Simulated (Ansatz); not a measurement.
# Work function of Ca(111): what the settings cost and change, part 2 of 2

Aim: the work function of Ca(111) against thickness and vacuum, with the cost.

Ansatz 0.2.0; plane-wave DFT, PBE, Ansatz PAW.

So far, work function, upper face (eV): step 2 (run, setting 1 layer) 2.84; step 4 (slab, 3 atoms) 3.00; step 5 (run, 4 atoms) 3.01; step 6 (slab, 5 atoms) 3.00; step 7 (run, 6 atoms) 3.00.

## (8) Run, 8 atoms

System of this step: Ca(111). The cell holds 8 atoms: 8 Ca. Its edges and angles: a = 3.946 Å, b = 3.946 Å, c = 40.551 Å, α = 90.0°, β = 90.0°, γ = 60.0°. Vacuum lies along c.

input.yaml

```yaml
crystal:
  lattice:
    - [3.945655839, 0.0, 0.0]
    - [1.9728279195, 3.4170381912, 0.0]
    - [0.0, 0.0, 40.5513015145]
  atoms:
    - { symbol: Ca, position: [0.6666666667, 0.6666666667, 0.2219410885] }
    - { symbol: Ca, position: [0.0, 0.0, 0.3013864918] }
    - { symbol: Ca, position: [0.3333333333, 0.3333333333, 0.3808318951] }
    - { symbol: Ca, position: [0.6666666667, 0.6666666667, 0.4602772984] }
    - { symbol: Ca, position: [0.0, 0.0, 0.5397227016] }
    - { symbol: Ca, position: [0.3333333333, 0.3333333333, 0.6191681049] }
    - { symbol: Ca, position: [0.6666666667, 0.6666666667, 0.6986135082] }
    - { symbol: Ca, position: [0.0, 0.0, 0.7780589115] }
kpoints:
  mp_grid: { grid: [12, 12, 1] }
hamiltonian:
  xc: pbe
scf:
  occupations: { method: fermi_dirac, width: 0.1 }
  convergence: { dr2_threshold: 1.0e-09 }
efield:
  axis: 3
  dipole_correction: true
  ramp_position: 0.97
  ramp_width: 0.06
output:
  write_potential: true
  write_density: true
  volumetric_format: npy
```

Started as:

```console
$ ansatz run input.yaml --threads 2 --pin off --max-ram 3072MiB --backend cpu --events-out ev --progress --plain --runs-dir out
```

Numbers of over 12 decimals in the logs are rounded to 6 here.

The program printed:

```text
[...]
Crystal: 8 atoms, lattice volume = 546.731 Å³
Basis set: ecut = 420 eV, 10827 PW (Γ)
Bands: 48, of which v1, the nominal top of the filled ones, is band 40 counted from 1 (39 counted from 0)
Symmetry: 6 space group operations
k-points: 19 of 144 (time reversal used)
[...]
k-point 0: bands = [... 36 lower, -0.7510, -0.2546, 0.2711, 0.7656, 1.8663, 2.1301, 2.4763, 2.7953, ... 12 higher]
  k-point 1: bands = [... 36 lower, -0.6547, -0.1603, 0.3643, 0.8611, 1.8855, 2.1637, 2.5111, 2.8225, ... 12 higher]
  k-point 2: bands = [... 36 lower, -0.3739, 0.1129, 0.6317, 1.1319, 1.9441, 2.2615, 2.6045, 2.8875, ... 12 higher]
  k-point 18: bands = [... 36 lower, 1.9052, 1.9052, 1.9835, 2.0578, 2.0578, 2.2195, 2.2744, 2.2744, ... 12 higher]
[key lines of the parts left out:]
SCF converged after 10 iterations
Free energy (F): -14534.264715 eV
Fermi energy:    2.005394 eV
Dipole field:    D = 0.000001 V/Å  (p = 0.000002 e·Å, saw-weighted, corrected)
Work function:   Φ+ = 2.9939 eV   Φ− = 2.9939 eV
```

Wall time 44 s (2 threads of Arm Neoverse V2, shared host); peak memory 1 GiB.

The work function is 2.994 eV, -0.004 eV from the run “6 layers”, at 1.8 times its CPU time.

## (9) Slab, 10 atoms

System of this step: Ca(111). The cell holds 10 atoms: 10 Ca. Its edges and angles: a = 3.946 Å, b = 3.946 Å, c = 46.995 Å, α = 90.0°, β = 90.0°, γ = 60.0°. Vacuum lies along c.

input.yaml, the sections that differ from step 8:

```yaml
crystal:
  lattice:
    - [3.945655839, 0.0, 0.0]
    - [1.9728279195, 3.4170381912, 0.0]
    - [0.0, 0.0, 46.9945305187]
  atoms:
    - { symbol: Ca, position: [0.0, 0.0, 0.1915116483] }
    - { symbol: Ca, position: [0.3333333333, 0.3333333333, 0.2600646153] }
    - { symbol: Ca, position: [0.6666666667, 0.6666666667, 0.3286175824] }
    - { symbol: Ca, position: [0.0, 0.0, 0.3971705494] }
    - { symbol: Ca, position: [0.3333333333, 0.3333333333, 0.4657235165] }
    - { symbol: Ca, position: [0.6666666667, 0.6666666667, 0.5342764835] }
    - { symbol: Ca, position: [0.0, 0.0, 0.6028294506] }
    - { symbol: Ca, position: [0.3333333333, 0.3333333333, 0.6713824176] }
    - { symbol: Ca, position: [0.6666666667, 0.6666666667, 0.7399353847] }
    - { symbol: Ca, position: [0.0, 0.0, 0.8084883517] }
# kpoints, hamiltonian, scf, efield, output: as in step 8
```

The program printed:

```text
[...]
Crystal: 10 atoms, lattice volume = 633.602 Å³
Basis set: ecut = 420 eV, 12505 PW (Γ)
Bands: 60, of which v1, the nominal top of the filled ones, is band 50 counted from 1 (49 counted from 0)
Symmetry: 6 space group operations
k-points: 19 of 144 (time reversal used)
[...]
k-point 0: bands = [... 46 lower, -0.0214, 0.4030, 0.8302, 1.2154, 2.2334, 2.4342, 2.7263, 3.0073, ... 16 higher]
  k-point 1: bands = [... 46 lower, 0.0728, 0.4957, 0.9227, 1.3115, 2.2511, 2.4645, 2.7596, 3.0369, ... 16 higher]
  k-point 2: bands = [... 46 lower, 0.3462, 0.7630, 1.1867, 1.5829, 2.3062, 2.5552, 2.8529, 3.1140, ... 16 higher]
  k-point 18: bands = [... 46 lower, 2.3213, 2.3213, 2.3411, 2.4394, 2.4394, 2.5458, 2.6177, 2.6177, ... 16 higher]
[key lines of the parts left out:]
SCF converged after 10 iterations
Free energy (F): -18168.023012 eV
Fermi energy:    2.380759 eV
Dipole field:    D = -0.000000 V/Å  (p = -0.000001 e·Å, saw-weighted, corrected)
Work function:   Φ+ = 2.9942 eV   Φ− = 2.9942 eV
```

The job ended after 71 s (2 threads; peak memory 1.4 GiB; 2.4 min of CPU time).

The work function is 2.994 eV, +0.000 eV from the run “8 layers”, at 1.6 times its CPU time.

## (10) Slab, 13 atoms

System of this step: Ca(111). The cell holds 13 atoms: 13 Ca. Cell: a = 3.946 Å, b = 3.946 Å, c = 56.659 Å, α = 90.0°, β = 90.0°, γ = 60.0°. Vacuum lies along c.

input.yaml, the sections that differ from step 9:

```yaml
crystal:
  lattice:
    - [3.945655839, 0.0, 0.0]
    - [1.9728279195, 3.4170381912, 0.0]
    - [0.0, 0.0, 56.6593740249]
  atoms:
    - { symbol: Ca, position: [0.0, 0.0, 0.1588439716] }
    - { symbol: Ca, position: [0.3333333333, 0.3333333333, 0.2157033097] }
    - { symbol: Ca, position: [0.6666666667, 0.6666666667, 0.2725626478] }
    - { symbol: Ca, position: [0.0, 0.0, 0.3294219858] }
    - { symbol: Ca, position: [0.3333333333, 0.3333333333, 0.3862813239] }
    - { symbol: Ca, position: [0.6666666667, 0.6666666667, 0.4431406619] }
    - { symbol: Ca, position: [0.0, 0.0, 0.5] }
    - { symbol: Ca, position: [0.3333333333, 0.3333333333, 0.5568593381] }
    - { symbol: Ca, position: [0.6666666667, 0.6666666667, 0.6137186761] }
    - { symbol: Ca, position: [0.0, 0.0, 0.6705780142] }
    - { symbol: Ca, position: [0.3333333333, 0.3333333333, 0.7274373522] }
    - { symbol: Ca, position: [0.6666666667, 0.6666666667, 0.7842966903] }
    - { symbol: Ca, position: [0.0, 0.0, 0.8411560284] }
# kpoints, hamiltonian, scf, efield, output: as in step 9
```

The program printed:

```text
[...]
Crystal: 13 atoms, lattice volume = 763.908 Å³
Basis set: ecut = 420 eV, 15105 PW (Γ)
Bands: 78, of which v1, the nominal top of the filled ones, is band 65 counted from 1 (64 counted from 0)
Symmetry: 6 space group operations
k-points: 19 of 144 (time reversal used)
[...]
k-point 0: bands = [... 61 lower, 0.7408, 1.0778, 1.4040, 1.6836, 2.6282, 2.7696, 2.9972, 3.2335, ... 22 higher]
  k-point 1: bands = [... 61 lower, 0.8330, 1.1694, 1.4965, 1.7807, 2.6446, 2.7960, 3.0281, 3.2637, ... 22 higher]
  k-point 2: bands = [... 61 lower, 1.0988, 1.4313, 1.7586, 2.0545, 2.6963, 2.8782, 3.1190, 3.3476, ... 22 higher]
  k-point 18: bands = [... 61 lower, 2.7441, 2.7441, 2.7575, 2.8398, 2.8398, 2.9304, 2.9784, 2.9784, ... 22 higher]
[key lines of the parts left out:]
SCF converged after 10 iterations
Free energy (F): -23618.660834 eV
Fermi energy:    2.784133 eV
Dipole field:    D = 0.000000 V/Å  (p = 0.000000 e·Å, saw-weighted, corrected)
Work function:   Φ+ = 2.9946 eV   Φ− = 2.9947 eV
```

Elapsed: 2.1 min, on 2 threads; peak memory 1.9 GiB; 4.2 min of CPU time.

The work function is 2.995 eV, +0.000 eV from the run “10 layers”, at 1.8 times its CPU time.

## (11) Run, 7 atoms

System of this step: Ca(111). The cell holds 7 atoms: 7 Ca. Its edges and angles: a = 3.946 Å, b = 3.946 Å, c = 29.330 Å, α = 90.0°, β = 90.0°, γ = 60.0°. Vacuum lies along c.

input.yaml, the sections that differ from step 10:

```yaml
crystal:
  lattice:
    - [3.945655839, 0.0, 0.0]
    - [1.9728279195, 3.4170381912, 0.0]
    - [0.0, 0.0, 29.3296870125]
  atoms:
    - { symbol: Ca, position: [0.0, 0.0, 0.1704757367] }
    - { symbol: Ca, position: [0.3333333333, 0.3333333333, 0.2803171578] }
    - { symbol: Ca, position: [0.6666666667, 0.6666666667, 0.3901585789] }
    - { symbol: Ca, position: [0.0, 0.0, 0.5] }
    - { symbol: Ca, position: [0.3333333333, 0.3333333333, 0.6098414211] }
    - { symbol: Ca, position: [0.6666666667, 0.6666666667, 0.7196828422] }
    - { symbol: Ca, position: [0.0, 0.0, 0.8295242633] }
# kpoints, hamiltonian, scf, efield, output: as in step 10
```

The program printed:

```text
[...]
Crystal: 7 atoms, lattice volume = 395.436 Å³
Basis set: ecut = 420 eV, 7815 PW (Γ)
Bands: 42, of which v1, the nominal top of the filled ones, is band 35 counted from 1 (34 counted from 0)
Symmetry: 6 space group operations
k-points: 19 of 144 (time reversal used)
[...]
k-point 0: bands = [... 31 lower, 0.0869, 0.6166, 1.2072, 1.7728, 2.9470, 3.2100, 3.6548, 3.9307, ... 10 higher]
  k-point 1: bands = [... 31 lower, 0.1845, 0.7120, 1.3011, 1.8680, 2.9659, 3.2492, 3.6865, 3.9572, ... 10 higher]
  k-point 2: bands = [... 31 lower, 0.4698, 0.9892, 1.5714, 2.1389, 3.0242, 3.3599, 3.7683, 4.0199, ... 10 higher]
  k-point 18: bands = [... 31 lower, 2.9754, 2.9754, 3.0049, 3.1329, 3.1329, 3.2698, 3.3910, 3.3910, ... 10 higher]
[key lines of the parts left out:]
SCF converged after 10 iterations
Free energy (F): -12717.384794 eV
Fermi energy:    3.069126 eV
Dipole field:    D = 0.000001 V/Å  (p = 0.000001 e·Å, saw-weighted, corrected)
Work function:   Φ+ = 2.9438 eV (in doubt: plateau slope 1.8e-1 eV/Å)   Φ− = 2.9439 eV (in doubt: plateau slope 1.8e-1 eV/Å)
```

It took 25 s on 2 threads; peak memory 0.74 GiB.

The work function is 2.944 eV. The program marks this work function as in doubt.

## (12) Run, 7 atoms (run 2)

The cell differs from the one that the last finished run ended in (c 29.330 → 33.330 Å).

input.yaml, the sections that differ from step 11:

```yaml
crystal:
  lattice:
    - [3.945655839, 0.0, 0.0]
    - [1.9728279195, 3.4170381912, 0.0]
    - [0.0, 0.0, 33.3296870125]
  atoms:
    - { symbol: Ca, position: [0.0, 0.0, 0.2100229743] }
    - { symbol: Ca, position: [0.3333333333, 0.3333333333, 0.3066819829] }
    - { symbol: Ca, position: [0.6666666667, 0.6666666667, 0.4033409914] }
    - { symbol: Ca, position: [0.0, 0.0, 0.5] }
    - { symbol: Ca, position: [0.3333333333, 0.3333333333, 0.5966590086] }
    - { symbol: Ca, position: [0.6666666667, 0.6666666667, 0.6933180171] }
    - { symbol: Ca, position: [0.0, 0.0, 0.7899770257] }
# kpoints, hamiltonian, scf, efield, output: as in step 11
```

The program printed:

```text
[...]
Crystal: 7 atoms, lattice volume = 449.366 Å³
Basis set: ecut = 420 eV, 8895 PW (Γ)
Bands: 42, of which v1, the nominal top of the filled ones, is band 35 counted from 1 (34 counted from 0)
Symmetry: 6 space group operations
k-points: 19 of 144 (time reversal used)
[...]
k-point 0: bands = [... 31 lower, -0.6416, -0.1106, 0.4777, 1.0466, 2.2076, 2.5121, 2.8925, 3.2324, ... 10 higher]
  k-point 1: bands = [... 31 lower, -0.5440, -0.0152, 0.5715, 1.1420, 2.2277, 2.5480, 2.9275, 3.2574, ... 10 higher]
  k-point 2: bands = [... 31 lower, -0.2587, 0.2621, 0.8418, 1.4133, 2.2887, 2.6504, 3.0190, 3.3124, ... 10 higher]
  k-point 18: bands = [... 31 lower, 2.2472, 2.2472, 2.2767, 2.4048, 2.4048, 2.5417, 2.6628, 2.6628, ... 10 higher]
[key lines of the parts left out:]
SCF converged after 10 iterations
Free energy (F): -12717.385240 eV
Fermi energy:    2.340722 eV
Dipole field:    D = -0.000001 V/Å  (p = -0.000002 e·Å, saw-weighted, corrected)
Work function:   Φ+ = 2.9927 eV   Φ− = 2.9930 eV
```

Run time: 30 s. Hardware: 2 threads; peak memory 0.81 GiB.

The work function is 2.993 eV, +0.049 eV from the run “7 layers, 10 Å of vacuum”, at 1.2 times its CPU time.

## (13) Slab, 7 atoms

The cell differs from the one that the last finished run ended in (c 33.330 → 45.330 Å).

input.yaml, the sections that differ from step 12:

```yaml
crystal:
  lattice:
    - [3.945655839, 0.0, 0.0]
    - [1.9728279195, 3.4170381912, 0.0]
    - [0.0, 0.0, 45.3296870125]
  atoms:
    - { symbol: Ca, position: [0.0, 0.0, 0.2867877732] }
    - { symbol: Ca, position: [0.3333333333, 0.3333333333, 0.3578585155] }
    - { symbol: Ca, position: [0.6666666667, 0.6666666667, 0.4289292577] }
    - { symbol: Ca, position: [0.0, 0.0, 0.5] }
    - { symbol: Ca, position: [0.3333333333, 0.3333333333, 0.5710707423] }
    - { symbol: Ca, position: [0.6666666667, 0.6666666667, 0.6421414845] }
    - { symbol: Ca, position: [0.0, 0.0, 0.7132122268] }
# kpoints, hamiltonian, scf, efield, output: as in step 12
```

The program printed:

```text
[...]
Crystal: 7 atoms, lattice volume = 611.156 Å³
Basis set: ecut = 420 eV, 12091 PW (Γ)
Bands: 42, of which v1, the nominal top of the filled ones, is band 35 counted from 1 (34 counted from 0)
Symmetry: 6 space group operations
k-points: 19 of 144 (time reversal used)
[...]
k-point 1: bands = [... 31 lower, -1.9565, -1.4277, -0.8411, -0.2705, 0.8148, 1.1366, 1.5131, 1.8472, ... 10 higher]
  k-point 2: bands = [... 31 lower, -1.6713, -1.1505, -0.5708, 0.0008, 0.8759, 1.2385, 1.6053, 1.9012, ... 10 higher]
  k-point 18: bands = [... 31 lower, 0.8346, 0.8346, 0.8641, 0.9922, 0.9922, 1.1291, 1.2503, 1.2503, ... 10 higher]
[key lines of the parts left out:]
SCF converged after 10 iterations
Free energy (F): -12717.385283 eV
Fermi energy:    0.928131 eV
Dipole field:    D = -0.000001 V/Å  (p = -0.000002 e·Å, saw-weighted, corrected)
Work function:   Φ+ = 2.9948 eV   Φ− = 2.9948 eV
```

Wall time 44 s (2 threads); peak memory 1 GiB.

The work function is 2.995 eV, +0.002 eV from the run “7 layers, 14 Å of vacuum”, at 1.5 times its CPU time.

## (14) Side by side

Times are for 2 threads of Arm Neoverse V2, shared host. The series side by side:

```tsv
no.	setting	work function, upper face (eV)	time	memory (GiB)
1	1 layer	2.843	3 s	0.4
2	2 layers	2.961	4.7 s	0.42
3	3 layers	3.004	8.7 s	0.5
4	4 layers	3.011	12 s	0.56
5	5 layers	3.004	19 s	0.66
6	6 layers	2.998	25 s	0.77
7	8 layers	2.994	44 s	1.0
8	10 layers	2.994	71 s	1.4
9	13 layers	2.995	2.1 min	1.9
10	7 layers, 10 Å of vacuum	2.944	25 s	0.74
11	7 layers, 14 Å of vacuum	2.993	30 s	0.81
12	7 layers, 26 Å of vacuum	2.995	44 s	1.0
```

## (15) The same run with other settings

System of this step: Ca(111) monolayer. The cell holds 1 atom: 1 Ca. Its edges and angles: a = 3.946 Å, b = 3.946 Å, c = 18.000 Å, α = 90.0°, β = 90.0°, γ = 60.0°. Vacuum lies along c.

An input spoilt on purpose, to show how the run answers: it repeats the earlier run “1 layer” with scf.occupations from method: fermi_dirac, width: 0.1 to method: fermi_dirac, width: 5.0, and scf.max_iter set to 75; its output block differs too.

input.yaml, the sections that differ from step 13:

```yaml
crystal:
  lattice:
    - [3.945655839, 0.0, 0.0]
    - [1.9728279195, 3.4170381912, 0.0]
    - [0.0, 0.0, 18.0]
  atoms:
    - { symbol: Ca, position: [0.6666666667, 0.6666666667, 0.5] }
scf:
  occupations: { method: fermi_dirac, width: 5.0 }
  convergence: { dr2_threshold: 1.0e-09 }
  max_iter: 75
# kpoints, hamiltonian, efield, output: as in step 13
```

The program printed:

```text
band count auto-derived: 379 (N_el = 10.0; filled up to band 5; 9 by the electrons, moments and atoms)
[...]
Crystal: 1 atoms, lattice volume = 242.684 Å³
Basis set: ecut = 420 eV, 4789 PW (Γ)
Bands: 379, of which v1, the nominal top of the filled ones, is band 5 counted from 1 (4 counted from 0)
Symmetry: 12 space group operations
k-points: 19 of 144
[...]
SCF iter   1: F=—  HF=-1849.946548 eV  |F-HF|=—  |Δ(HF+E_count)|=         —  Δρ=1.24e-2  dr2=9.35e0  ethr=1.77e-3  p=-0.000 e·Å  D=-8.05e-16 V/Å  ΔV_dip=0.00 eV  dr2_dipole=7.38e-13  V_vac-E_F(+/−)=13.75/13.75 eV  ⟨swp⟩=6.8  Hψ=35991  notcnv=0
[...]
SCF iter   9: F=-1847.530808 eV  HF=-1847.530808 eV  |F-HF|=2.66e-11  |Δ(HF+E_count)|=  8.46e-11  Δρ=7.98e-8  dr2=3.00e-11  ethr=2.91e-12  p=0.000 e·Å  D=5.53e-8 V/Å  ΔV_dip=-0.00 eV  dr2_dipole=5.68e-13  V_vac-E_F(+/−)=21.55/21.59 eV  ⟨swp⟩=1.0  Hψ=15204  notcnv=0
[...]
SCF 1 converged in 9 iterations: F = -1847.530808 eV  dr2 = 3.00e-11
[...]
SCF converged after 9 iterations
Free energy (F): -1847.530808 eV
[...]
Internal energy: -1794.785217 eV  (E = F + TS)
E sigma→0 (E₀):  -1821.158012 eV
Entropy (-TS):   -52.745591 eV (-52745.591 meV/atom)
Fermi energy:    -16.217392 eV
Dipole field:    D = -0.000001 V/Å  (p = -0.000001 e·Å, saw-weighted, corrected)
Work function:   Φ+ = 21.5513 eV (in doubt: plateau slope 4.0e-1 eV/Å)   Φ− = 21.5898 eV (in doubt: plateau slope 3.6e-1 eV/Å)
[...]
--- Band table (eV; the first three rows and the last of 19) ---
  k-point 0: bands = [... 1 lower, -30.6804, -30.6804, -30.5799, -9.8771, -5.4826, -5.2782, -5.2782, -5.1423, ... 370 higher]
  k-point 1: bands = [... 1 lower, -30.6869, -30.6820, -30.5791, -9.7678, -5.5134, -5.3823, -5.2030, -5.0993, ... 370 higher]
  k-point 2: bands = [... 1 lower, -30.7047, -30.6862, -30.5769, -9.4480, -5.6457, -5.5880, -4.9847, -4.9781, ... 370 higher]
  k-point 18: bands = [... 1 lower, -30.7478, -30.7478, -30.5666, -6.6880, -6.6880, -5.2617, -5.2617, -4.4149, ... 370 higher]
```

Run time: 2.9 min. Hardware: 2 threads; peak memory 2.2 GiB; 5.7 min of CPU time.

```tsv
quantity	this run	earlier run	difference
work function, upper face (eV)	21.55	2.843	19
```

It moves by +18.7 eV.

With this change the program also warns of density in the ramp of the sawtooth; these numbers are not the system's.

## (16) What came out

- work function, 1 layer: 2.843 eV
- work function, 4 layers: 3.011 eV
- work function, 6 layers: 2.998 eV
- work function, 13 layers: 2.995 eV

The thickest slab gives 2.99 eV, and the settings tried spread the value from 2.84 to 3.01 eV. At 18 Å of vacuum, the slabs from 2 layers on stay within 0.04 eV of the thickest. Going from 10 to 26 Å of vacuum moves it by 0.051 eV. The program marks the value as in doubt in “7 layers, 10 Å of vacuum”. The ladder's slabs use the tabulated experimental lattice constant (two decimals; a low-temperature value for the alkali metals). In 2 runs of the series (7 layers, 10 Å of vacuum and 7 layers, 14 Å of vacuum) the program warns that electrons reach the sawtooth's ramp, which makes dipole and work function less sure.

[Logs are printed without paths, hosts, clocks, repeated set-up lines and the standing remarks that a program may print on its own settings, such as how far it seeks lower states.]

[Hosts, paths, dates, database ids (printed as entryN), source tags and the programs' standing remarks are cut or masked in the printed files.]

[Maps of the electrostatic potential energy from Ansatz leave out the sawtooth potential of an applied field or a dipole correction, so their vacuum need not be flat; planar profiles and work functions include it.]
